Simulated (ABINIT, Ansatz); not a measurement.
# SnSe2 (P-3m1): one start, several treatments of the self-energy

How much does the gap of SnSe2 (P-3m1) depend on the approximation to the self-energy?

Program: ABINIT 10.8.3. Level of theory: PBE and many-body steps on it, plane waves. Results are calculated unless marked as measured.

**Experimental background.**

- Gap 1.21 ± 0.04 eV: quasiparticle gap from STS band edges on large flat area; scanning tunneling spectroscopy, log dI/dV edge fit; 77.6 K; bulk crystal (n-type SnSe2 region of partially converted crystal) (“Lateral heterostructures formed by thermally converting n-type SnSe2 to p-type SnSe”, 2018, arxiv:1804.01202).

- Gap 1 eV: indirect gap from optical absorption (approximate); optical absorption; bulk crystal (quoted in “Lateral heterostructures formed by thermally converting n-type SnSe2 to p-type SnSe”, 2018, arxiv:1804.01202).

- Gap 1.207 eV: direct band-edge excitonic transition; piezoreflectance; 300 K; bulk crystal (CVT-grown single crystal) (“Temperature Dependent Excitonic Transition Energy and Enhanced Electron-Phonon Coupling in Layered Ternary SnS2-xSex Semiconductors with Fully Tunable Stoichiometry”, 2021, pmc:8069899).

This is a report of a sequence of runs, with most program output left out.

**1. Starting point**

It takes space group P-3m1 (No. 164, trigonal). Conventional cell: a = 3.811 Å, b = 3.811 Å, c = 6.136 Å, α = 90.00°, β = 90.00°, γ = 120.00°. Nearest to Sn lie 6 Se at 2.68 Å. Nearest to Se lie 3 Sn at 2.68 Å. Farther neighbours and most contacts between anions are not listed.

The cell and positions come from the Crystallography Open Database and are kept as given unless a step says otherwise.

**2. Empty states on the mesh, 3×3×2 mesh, 582 bands**

This step: ABINIT 10.8.3; DFT, PBE, plane waves, norm-conserving pseudopotentials.

The sums over transitions need many empty states on a uniform mesh; this step solves for them.

Contents of run.abi:

```
acell 3*1.0 Angstrom
rprim 
  3.810999999987 0.000000000003 0.000000000000
  -1.905499999996 3.300422813810 0.000000000000
  0.000000000000 0.000000000000 6.136000000000
ntypat 2
znucl 50 34
natom 3
typat 1 2 2
xred 
  0.000000000000 0.000000000000 0.000000000000
  0.333333333333 0.666666666667 0.249000000000
  0.666666666667 0.333333333333 0.751000000000
pp_dirpath "pseudos"
pseudos "Sn.upf, Se.upf"
ecut 48
ngkpt 3 3 2
nshiftk 1
shiftk 0 0 0
kptopt 1
chksymbreak 0
iscf -2
irdden 1
istwfk *1
nband 582
nbdbuf 52
tolwfr 1e-09
nstep 60
prtvol 0
indata_prefix "in"
outdata_prefix "out"
tmpdata_prefix "tmp"
```

Run with:

```sh
OMP_NUM_THREADS=1 mpirun -n 4 abinit run.abi > log
```

Run time: 14 min. Hardware: 4 MPI ranks of Arm Neoverse V1, shared host; peak memory 0.89 GiB; 57 min of CPU time.

Numbers from this step:

```yaml
gap: 1.100 eV
k_of_the_valence_top: 0, 0, 0
k_of_the_conduction_bottom: 0, 0, 0
least_direct_gap: 1.100 eV
k_points_computed: 6
lowest_point_of_the_top_converged_band_above_the_valence_top: 186.9134 eV
```

On this mesh the gap is 1.100 eV.

The density comes from a self-consistent run that is not shown.

**3. Screening, 3×3×2 mesh, 237 bands, screening to 176.9 eV**

The RPA dielectric matrix is built and inverted for each q.

This step: RPA screening on PBE, plane waves, norm-conserving pseudopotentials.

Changes to run.abi since step 2:

```diff
@@ -21,10 +21,11 @@
 chksymbreak 0
-iscf -2
-irdden 1
 istwfk *1
-nband 582
-nbdbuf 52
-tolwfr 1e-09
-nstep 60
-prtvol 0
+occopt 1
+irdwfk 1
+optdriver 3
+nband 237
+ecuteps 6.5
+inclvkb 2
+awtr 1
+symchi 1
 indata_prefix "in"
```

The job ended after 2.3 min (4 MPI ranks; peak memory 1.8 GiB; 9.3 min of CPU time).

This step gave:

| Property | Result |
| --- | --- |
| ε∞ with local fields, on this mesh, along the program's q direction | 19.57 |
| the same without local fields | 22.29 |
| plasma frequency | 35.36 eV |
| plane waves in the screening matrix | 391 |

Local fields lower ε∞ by 12 %. On a Γ-centred mesh this coarse the value itself is usually too large, while a short band sum pulls it down.

**4. G0W0, Godby-Needs plasmon pole**

The self-energy is evaluated for the states that the input lists, and the levels follow from it, in one-shot runs by the linearised quasiparticle equation.

This step: G0W0 on PBE, plane waves, norm-conserving pseudopotentials.

Changes to run.abi since step 3:

```diff
@@ -24,8 +24,15 @@
 irdwfk 1
-optdriver 3
+optdriver 4
 nband 237
+gwcalctyp 0
+ecutsigx 48
+symsigma 1
+nkptgw 1
+kptgw 
+  0.0000000000 0.0000000000 0.0000000000
+bdgw 
+  33 37
 ecuteps 6.5
-inclvkb 2
-awtr 1
-symchi 1
+irdscr 1
+ppmodel 1
 indata_prefix "in"
```

The job ended after 18 s (4 MPI ranks; peak memory 1.4 GiB; 71 s of CPU time).

This step gave:

- G0W0 gap on the points computed: 1.700 eV
- starting gap on the mesh: 1.100 eV
- k of the valence top: 0, 0, 0
- k of the conduction bottom: 0, 0, 0
- Z at the valence top: 0.792
- Z at the conduction bottom: 0.809
- least direct G0W0 gap on the computed points: 1.700 eV

The gap on the mesh goes from 1.10 eV to 1.70 eV, a correction of +0.60 eV.

**5. G0W0, von der Linden-Horsch plasmon pole**

Changes to run.abi since step 4:

```diff
@@ -36,3 +36,3 @@
 irdscr 1
-ppmodel 1
+ppmodel 3
 indata_prefix "in"
```

The job ended after 10 s (4 MPI ranks; peak memory 1.2 GiB; 40 s of CPU time).

This step gave:

- G0W0 gap on the points computed: 1.79 eV
- starting gap on the mesh: 1.100 eV
- k of the valence top: 0, 0, 0
- k of the conduction bottom: 0, 0, 0
- Z at the valence top: 0.868
- Z at the conduction bottom: 0.881
- least direct G0W0 gap on the computed points: 1.79 eV

Against G0W0 in ABINIT (3×3×2 mesh, 237 bands, screening to 176.9 eV, Godby-Needs plasmon pole), the gap moves by +0.090 eV.

**6. G0W0, Engel-Farid plasmon pole**

Changes to run.abi since step 5:

```diff
@@ -36,3 +36,3 @@
 irdscr 1
-ppmodel 3
+ppmodel 4
 indata_prefix "in"
```

The job ended after 10 s (4 MPI ranks; peak memory 1.3 GiB; 40 s of CPU time).

This step gave:

| Property | Result |
| --- | --- |
| G0W0 gap on the points computed | 1.663 eV |
| starting gap on the mesh | 1.100 eV |
| k of the valence top | 0, 0, 0 |
| k of the conduction bottom | 0, 0, 0 |
| least direct G0W0 gap on the computed points | 1.663 eV |

Against G0W0 in ABINIT (3×3×2 mesh, 237 bands, screening to 176.9 eV, Godby-Needs plasmon pole), the gap moves by −0.037 eV.

**7. One-shot Hartree-Fock**

This step: one-shot Hartree-Fock on PBE, plane waves, norm-conserving pseudopotentials.

Changes to run.abi since step 6:

```diff
@@ -25,4 +25,4 @@
 optdriver 4
-nband 237
-gwcalctyp 0
+nband 39
+gwcalctyp 5
 ecutsigx 48
@@ -34,5 +34,4 @@
   33 37
-ecuteps 6.5
-irdscr 1
-ppmodel 4
+ixc_sigma 40
+fftgw 31
 indata_prefix "in"
```

It took 4.2 s on 4 MPI ranks; peak memory 0.44 GiB; 16 s of CPU time.

Numbers from this step:

* quasiparticle gap on the points computed: 6.977 eV
* starting gap on the mesh: 1.100 eV
* k of the valence top: 0, 0, 0
* k of the conduction bottom: 0, 0, 0
* least direct quasiparticle gap on the computed points: 6.977 eV

Against G0W0 in ABINIT (3×3×2 mesh, 237 bands, screening to 176.9 eV, Godby-Needs plasmon pole), the gap moves by +5.277 eV.

**8. Screening, 3×3×2 mesh, 237 bands, screening to 176.9 eV**

This step: RPA screening on PBE, plane waves, norm-conserving pseudopotentials.

Changes to run.abi since step 7:

```diff
@@ -24,14 +24,13 @@
 irdwfk 1
-optdriver 4
-nband 39
-gwcalctyp 5
-ecutsigx 48
-symsigma 1
-nkptgw 1
-kptgw 
-  0.0000000000 0.0000000000 0.0000000000
-bdgw 
-  33 37
-ixc_sigma 40
-fftgw 31
+optdriver 3
+nband 237
+ecuteps 6.5
+inclvkb 2
+awtr 1
+symchi 1
+gwcalctyp 2
+nfreqre 16
+freqremax 40 eV
+nfreqim 8
+spmeth 0
 indata_prefix "in"
```

It took 14 min on 4 MPI ranks; peak memory 2 GiB; 56 min of CPU time.

This step gave:

```
ε∞ with local fields, on this mesh, along the program's q direction : 19.57
the same without local fields                                       : 22.29
plasma frequency                                                    : 35.36 eV
plane waves in the screening matrix                                 : 391
```

**9. G0W0, contour deformation**

This step: G0W0 on PBE, plane waves, norm-conserving pseudopotentials.

Changes to run.abi since step 8:

```diff
@@ -24,13 +24,14 @@
 irdwfk 1
-optdriver 3
+optdriver 4
 nband 237
+gwcalctyp 2
+ecutsigx 48
+symsigma 1
+nkptgw 1
+kptgw 
+  0.0000000000 0.0000000000 0.0000000000
+bdgw 
+  33 37
 ecuteps 6.5
-inclvkb 2
-awtr 1
-symchi 1
-gwcalctyp 2
-nfreqre 16
-freqremax 40 eV
-nfreqim 8
-spmeth 0
+irdscr 1
 indata_prefix "in"
```

It took 12 s on 4 MPI ranks; peak memory 1.9 GiB.

Numbers from this step:

```yaml
g0w0_gap_on_the_points_computed: 1.634 eV
starting_gap_on_the_mesh: 1.100 eV
k_of_the_valence_top: 0, 0, 0
k_of_the_conduction_bottom: 0, 0, 0
least_direct_g0w0_gap_on_the_computed_points: 1.634 eV
```

Against G0W0 in ABINIT (3×3×2 mesh, 237 bands, screening to 176.9 eV, Godby-Needs plasmon pole), the gap moves by −0.066 eV.

**10. Side by side**

Times are wall times on 4 MPI ranks of Arm Neoverse V1, shared host, good to a factor of about two. A run's time includes the screening step that it read.

| run | mesh | bands | screening cutoff (eV) | DFT gap (eV) | gap on the mesh (eV) | direct (eV) | ε∞ used | time |
| --- | --- | --- | --- | --- | --- | --- | --- | --- |
| G0W0, Godby-Needs plasmon pole | 3×3×2 | 237 | 176.9 | 1.100 | 1.700 | 1.700 | 19.57 | 2.6 min |
| G0W0, von der Linden-Horsch plasmon pole | 3×3×2 | 237 | 176.9 | 1.100 | 1.790 | 1.790 | 19.57 | 2.5 min |
| G0W0, Engel-Farid plasmon pole | 3×3×2 | 237 | 176.9 | 1.100 | 1.663 | 1.663 | 19.57 | 2.5 min |
| one-shot Hartree-Fock | 3×3×2 | - | - | 1.100 | 6.977 | 6.977 | - | 4.2 s |
| G0W0, contour deformation | 3×3×2 | 237 | 176.9 | 1.100 | 1.634 | 1.634 | 19.57 | 14 min |

**11. Results**

```json
{"G0W0, Godby-Needs plasmon pole": "1.700 eV", "G0W0, von der Linden-Horsch plasmon pole": "1.790 eV", "G0W0, Engel-Farid plasmon pole": "1.663 eV", "one-shot Hartree-Fock": "6.977 eV", "G0W0, contour deformation": "1.634 eV", "known limits": "not at the basis limit; no spin-orbit coupling; coarse k mesh"}
```

What this shows: G0W0, von der Linden-Horsch plasmon pole: +0.090 eV against G0W0, Godby-Needs plasmon pole. G0W0, Engel-Farid plasmon pole: −0.037 eV against G0W0, Godby-Needs plasmon pole. One-shot Hartree-Fock: +5.277 eV against G0W0, Godby-Needs plasmon pole. G0W0, contour deformation: −0.066 eV against G0W0, Godby-Needs plasmon pole. Bare exchange alone opens the gap to 6.98 eV; against G0W0, correlation takes back 5.28 eV. Against experiment, by G0W0, Godby-Needs plasmon pole: the gap of 1.70 eV lies +0.49 eV from the measured 1.21 ± 0.04 eV (electronic, 77.6 K, 2018); the gap of 1.70 eV lies +0.70 eV from the measured 1 eV (indirect, quoted 2018); the direct gap of 1.70 eV lies +0.49 eV from the measured 1.207 eV (exciton, 300 K, 2021). An exciton line or allowed optical edge lies below the quasiparticle gap by the binding energy; a forbidden edge can push the onset above it. These are gaps on the mesh, at modest bands and cutoff. The calculation has static nuclei and no excitons; a measured gap holds zero-point and thermal motion, which mostly lowers it. Bands and cutoff are finite, so the gap is not at the basis limit. The miss can reach some tenths of an eV and take either sign; the mesh is an error of its own. In the G0W0 runs levels were corrected at 1 k point alone, so a gap called «on the mesh» is the least over those, and an edge elsewhere would be missed. A denser mesh or path gives a starting gap of 0.75 eV: the GW mesh misses a band edge, so its gaps are not the fundamental one. The 3×3×2 mesh is coarse for this cell, which bears on the long-range parts of exchange and screening. The many-body steps are scalar-relativistic: spin-orbit coupling is not in them.

[Paths, hosts, dates, memory and timing lines, banners, echoed tables and standing remarks are left out of the program output.]

[Logs are printed without paths, hosts, clocks, repeated set-up lines and the standing remarks that a program may print on its own settings, such as how far it seeks lower states.]

[Runs of the session that timed out or met a known fault of the program may be left out.]

[Hosts, paths, dates, database ids (printed as entryN), source tags and the programs' standing remarks are cut or masked in the printed files.]

[G0W0 gaps are taken among the corrected bands and points alone; a level outside them can change the order at an edge.]

[Where Ansatz stands beside ABINIT at settings called matched, ABINIT's density can come from a denser mesh and the files from another edition; pairs whose starting gaps differed by over 0.03 eV were left out, so agreement reads better than it is.]
